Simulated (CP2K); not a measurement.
Two runs for the C K edge of 3-trifluoromethylpyrrole. Run A: CP2K XAS_TDP, all-electron GAPW, PBEh(45%), aug-cc-pVDZ, TDA, no relativity. Run B differs in one setting.

First lines with a strength over 0.0015. A:

| atom | energy (eV) | states | strength, one atom |
| --- | --- | --- | --- |
| C2 (bonded to C and 3 F) | 289.25 | 1 | 0.0626 |
|  | 289.89 | 1 | 0.0874 |
|  | 291.52 | 1 | 0.0109 |
|  | 291.74 | 1 | 0.0180 |
|  | 291.92 | 1 | 0.0088 |
| C5 (bonded to 3 C) | 282.33 | 1 | 0.0414 |
|  | 284.62 | 1 | 0.0024 |
|  | 286.03 | 1 | 0.0059 |
|  | 286.08 | 1 | 0.0016 |
|  | 286.15 | 1 | 0.0015 |
| C6 (bonded to 2 C and H) | 282.23 | 1 | 0.0526 |
|  | 284.41 | 1 | 0.0052 |
|  | 284.91 | 1 | 0.0048 |
|  | 285.69 | 1 | 0.0042 |
|  | 286.89 | 1 | 0.0102 |
| C7 (bonded to C, N and H) | 282.70 | 1 | 0.0525 |
|  | 284.76 | 1 | 0.0107 |
|  | 285.71 | 1 | 0.0036 |
|  | 286.23 | 1 | 0.0016 |
|  | 286.53 | 1 | 0.0034 |
| C9 (bonded to C, N and H) | 282.47 | 1 | 0.0537 |
|  | 285.02 | 1 | 0.0100 |
|  | 286.05 | 1 | 0.0051 |
|  | 286.79 | 1 | 0.0033 |
|  | 286.83 | 1 | 0.0023 |

B:

| atom | energy (eV) | states | strength, one atom |
| --- | --- | --- | --- |
| C2 (bonded to C and 3 F) | 296.03 | 1 | 0.0612 |
|  | 296.66 | 1 | 0.0854 |
|  | 298.29 | 1 | 0.0107 |
|  | 298.51 | 1 | 0.0176 |
|  | 298.70 | 1 | 0.0086 |
| C5 (bonded to 3 C) | 287.88 | 1 | 0.0406 |
|  | 290.17 | 1 | 0.0024 |
|  | 291.58 | 1 | 0.0058 |
|  | 291.63 | 1 | 0.0016 |
|  | 292.24 | 1 | 0.0048 |
| C6 (bonded to 2 C and H) | 288.12 | 1 | 0.0515 |
|  | 290.30 | 1 | 0.0051 |
|  | 290.80 | 1 | 0.0047 |
|  | 291.58 | 1 | 0.0041 |
|  | 292.79 | 1 | 0.0100 |
| C7 (bonded to C, N and H) | 288.43 | 1 | 0.0515 |
|  | 290.49 | 1 | 0.0105 |
|  | 291.44 | 1 | 0.0036 |
|  | 291.96 | 1 | 0.0016 |
|  | 292.26 | 1 | 0.0033 |
| C9 (bonded to C, N and H) | 288.20 | 1 | 0.0526 |
|  | 290.75 | 1 | 0.0098 |
|  | 291.77 | 1 | 0.0050 |
|  | 292.51 | 1 | 0.0032 |
|  | 292.55 | 1 | 0.0023 |

Q: Which was it: the basis, the functional, scalar relativity switched on, GW2X switched on?

GW2X switched on. GW2X shifts an atom's lines together and keeps their spacings. Against PBEh(45%) in aug-cc-pVDZ, the leading lines move by +6.78 eV (C2, to 296.03), +5.55 eV (C5, to 287.88), +5.89 eV (C6, to 288.12), +5.73 eV (C7, to 288.43) and +5.73 eV (C9, to 288.20).

[Hosts, paths, dates, database ids (printed as entryN), source tags and the programs' standing remarks are cut or masked in the printed files.]
